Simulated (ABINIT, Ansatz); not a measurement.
# CaZnC2O6 (R-3): G0W0 on several meshes in ABINIT, part 2 of 2

How does the mesh move the gap of CaZnC2O6 (R-3)?

ABINIT 10.8.3; LDA and many-body steps on it, plane waves. Known limits of the many-body steps: not at the basis limit; d shell near the gap, gap tends to lie low; coarse k mesh.

So far. Step 4 (2×2×2): The gap on the mesh goes from 3.80 eV to 6.76 eV, a correction of +2.96 eV. Step 5 (Empty states on the mesh, 4×4×4 mesh, 120 bands): On this mesh the gap is 3.804 eV.

## (7) 4×4×4

This step: G0W0 on LDA, plane waves, norm-conserving pseudopotentials.

run.abi reads:

```
acell 3*1.0 Angstrom
rprim 
  2.433014964130 1.404701844483 5.444039263300
  -2.433014964130 1.404701844483 5.444039263300
  0.000000000000 -2.809403688966 5.444039263300
ntypat 4
znucl 20 30 6 8
natom 10
typat 1 2 3 3 4 4 4 4 4 4
xred 
  0.000000000000 0.000000000000 0.000000000000
  0.500000000000 0.500000000000 0.500000000000
  0.242541000000 0.242541000000 0.242541000000
  0.757459000000 0.757459000000 0.757459000000
  0.494747000000 0.964090000000 0.273567000000
  0.964090000000 0.273567000000 0.494747000000
  0.273567000000 0.494747000000 0.964090000000
  0.505253000000 0.035910000000 0.726433000000
  0.035910000000 0.726433000000 0.505253000000
  0.726433000000 0.505253000000 0.035910000000
pp_dirpath "pseudos"
pseudos "Ca.upf, Zn.upf, C.upf, O.upf"
ecut 37
ngkpt 4 4 4
nshiftk 1
shiftk 0 0 0
kptopt 1
chksymbreak 0
istwfk *1
occopt 1
irdwfk 1
optdriver 4
nband 110
gwcalctyp 0
ecutsigx 37
symsigma 1
nkptgw 4
kptgw 
  0.5000000000 0.0000000000 0.0000000000
  0.5000000000 0.5000000000 0.5000000000
  0.2500000000 0.2500000000 0.2500000000
  0.0000000000 0.0000000000 0.0000000000
bdgw 
  36 39
  36 39
  35 39
  35 39
ecuteps 4.2
irdscr 1
ppmodel 1
indata_prefix "in"
outdata_prefix "out"
tmpdata_prefix "tmp"
```

Command:

```
OMP_NUM_THREADS=1 mpirun -n 4 abinit run.abi > log
```

Numbers of over 12 decimals in the logs are rounded to 6 here.

The program printed:

```text
.Version 10.8.3 of ABINIT. v10.8.2 released Aug 2026.

 Symmetries : space group R-3 (#148); Bravais hR (rhombohedral)
[... echo of the input left out ...]
== DATASET  1 ==================================================================
-   mpi_nproc: 4, omp_nthreads: 1 (-1 if OMP is not activated)

--- !DatasetInfo
iteration_state: {dtset: 1, }
dimensions: {natom: 10, nkpt: 14, mband: 110, nsppol: 1, nspinor: 1, nspden: 1, mpw: 8140, }
cutoff_energies: {ecut:  37.0, pawecutdg:  -1.0, }
electrons: {nelect:   7.40000000E+01, charge:   0.00000000E+00, occopt:   1.00000000E+00, tsmear:   1.00000000E-02, }

 SIGMA: Calculation of the GW corrections

 Based on a program developped by R.W. Godby, V. Olevano, G. Onida, and L. Reining.
 Incorporated in ABINIT by V. Olevano, G.-M. Rignanese, and M. Torrent.
.Using double precision arithmetic ; gwpc =  8

[... cell and pseudopotentials left out ...]
--------------------------------------------------------------------------------

 ==== K-mesh for the wavefunctions ====
 Number of points in the irreducible wedge :    14
[... list of points left out ...]
 Together with  6 symmetry operations and time-reversal symmetry
 yields    64 points in the full Brillouin Zone.

 ==== Q-mesh for screening function ====
 Number of points in the irreducible wedge :    14
[... list of points left out ...]
 Together with  6 symmetry operations and time-reversal symmetry
 yields    64 points in the full Brillouin Zone.

 vcoul_init : cutoff-mode = AUXILIARY_FUNCTION
 q-points for optical limit:   1
     1)      0.000010    0.000020    0.000030
 setmesh: FFT mesh size selected  =    64x   64x   64
          total number of points  =       262144

 Number of electrons calculated from density =   74.0000; Expected =   74.0000
[...]
matrix elements of self-energy operator (all in [eV])

 Perturbative Calculation

--- !SelfEnergy_ee
iteration_state: {dtset: 1, }
kpoint     : [   0.500,    0.000,    0.000, ]
spin       : 1
KS_gap     :    5.021
QP_gap     :    8.443
Delta_QP_KS:    3.422
data: !SigmaeeData |
     Band     E0 <VxcDFT>   SigX SigC(E0)      Z dSigC/dE  Sig(E)    E-E0       E
       36   1.702 -19.682 -25.679   4.944   0.803  -0.246 -20.527  -0.845   0.856
       37   2.236 -21.294 -27.482   5.070   0.804  -0.244 -22.193  -0.900   1.336
       38   7.257 -15.774  -9.834  -2.897   0.829  -0.206 -13.252   2.522   9.779
[...]
--- !SelfEnergy_ee
iteration_state: {dtset: 1, }
kpoint     : [   0.500,    0.500,    0.500, ]
spin       : 1
KS_gap     :    4.850
QP_gap     :    8.036
Delta_QP_KS:    3.186
data: !SigmaeeData |
     Band     E0 <VxcDFT>   SigX SigC(E0)      Z dSigC/dE  Sig(E)    E-E0       E
[...]
--- !SelfEnergy_ee
iteration_state: {dtset: 1, }
kpoint     : [   0.250,    0.250,    0.250, ]
spin       : 1
KS_gap     :    4.816
QP_gap     :    7.922
Delta_QP_KS:    3.106
data: !SigmaeeData |
     Band     E0 <VxcDFT>   SigX SigC(E0)      Z dSigC/dE  Sig(E)    E-E0       E
[...]
--- !SelfEnergy_ee
iteration_state: {dtset: 1, }
kpoint     : [   0.000,    0.000,    0.000, ]
spin       : 1
KS_gap     :    4.892
QP_gap     :    7.953
Delta_QP_KS:    3.061
data: !SigmaeeData |
     Band     E0 <VxcDFT>   SigX SigC(E0)      Z dSigC/dE  Sig(E)    E-E0       E
[...]
38   6.349 -15.291  -9.922  -2.870   0.842  -0.188 -13.188   2.103   8.452
       39   7.290 -16.271 -10.721  -2.627   0.824  -0.214 -13.864   2.407   9.697

== END DATASET(S) ==============================================================
================================================================================

 -outvars: echo values of variables after computation  --------
           etotal      0.0000000000E+00
            nband         110
             nkpt          14
          spgroup         148
 [... the other variables as echoed above ...]

 Calculation completed.
```

The job ended after 2.4 min (4 MPI ranks of Arm Neoverse N1, shared host; peak memory 3.5 GiB).

Numbers from this step:

- G0W0 gap on the mesh: 6.870 eV
- starting gap on the mesh: 3.804 eV
- k of the valence top: 0.5, 0, 0
- k of the conduction bottom: 0.5, 0.5, 0.5
- Z at the valence top: 0.804
- Z at the conduction bottom: 0.841
- least direct G0W0 gap on the computed points: 7.922 eV

Against G0W0 in ABINIT (2×2×2 mesh, 110 bands, screening to 114.3 eV, Godby-Needs plasmon pole), the gap moves by +0.105 eV.

## (8) The runs together

Times are wall times on 4 MPI ranks of Arm Neoverse N1, shared host, good to a factor of about two. A run's time includes the screening step that it read.

```csv
run,mesh,bands,screening cutoff (eV),DFT gap (eV),gap on the mesh (eV),direct (eV),ε∞ used,time
2×2×2,2×2×2,110,114.3,3.804,6.765,7.840,2.95,2.2 min
4×4×4,4×4×4,110,114.3,3.804,6.870,7.922,2.90,41 min
```

## (9) What came out

| Item | Value |
| --- | --- |
| 2×2×2 | 6.765 eV |
| 4×4×4 | 6.870 eV |
| known limits | not at the basis limit; d shell near the gap, gap tends to lie low; coarse k mesh |

What this shows: 4×4×4: +0.105 eV against 2×2×2. Bands and cutoff are finite, so the gap is not at the basis limit. The miss can reach some tenths of an eV and take either sign; the mesh is an error of its own. The 2×2×2 mesh is coarse for this cell, which bears on the long-range parts of exchange and screening. A d shell, filled or nearly so, lies near the gap. One-shot GW converges very slowly in bands there, not always from below, and on a semilocal start the gap tends to come out low; starts rich in exact exchange can overshoot instead.

[Paths, hosts, dates, memory and timing lines, banners, echoed tables and standing remarks are left out of the program output.]

[Logs are printed without paths, hosts, clocks, repeated set-up lines and the standing remarks that a program may print on its own settings, such as how far it seeks lower states.]

[Runs of the session that timed out or met a known fault of the program may be left out.]

[Hosts, paths, dates, database ids (printed as entryN), source tags and the programs' standing remarks are cut or masked in the printed files.]

[G0W0 gaps are taken among the corrected bands and points alone; a level outside them can change the order at an edge.]

[Where Ansatz stands beside ABINIT at settings called matched, ABINIT's density can come from a denser mesh and the files from another edition; pairs whose starting gaps differed by over 0.03 eV were left out, so agreement reads better than it is.]
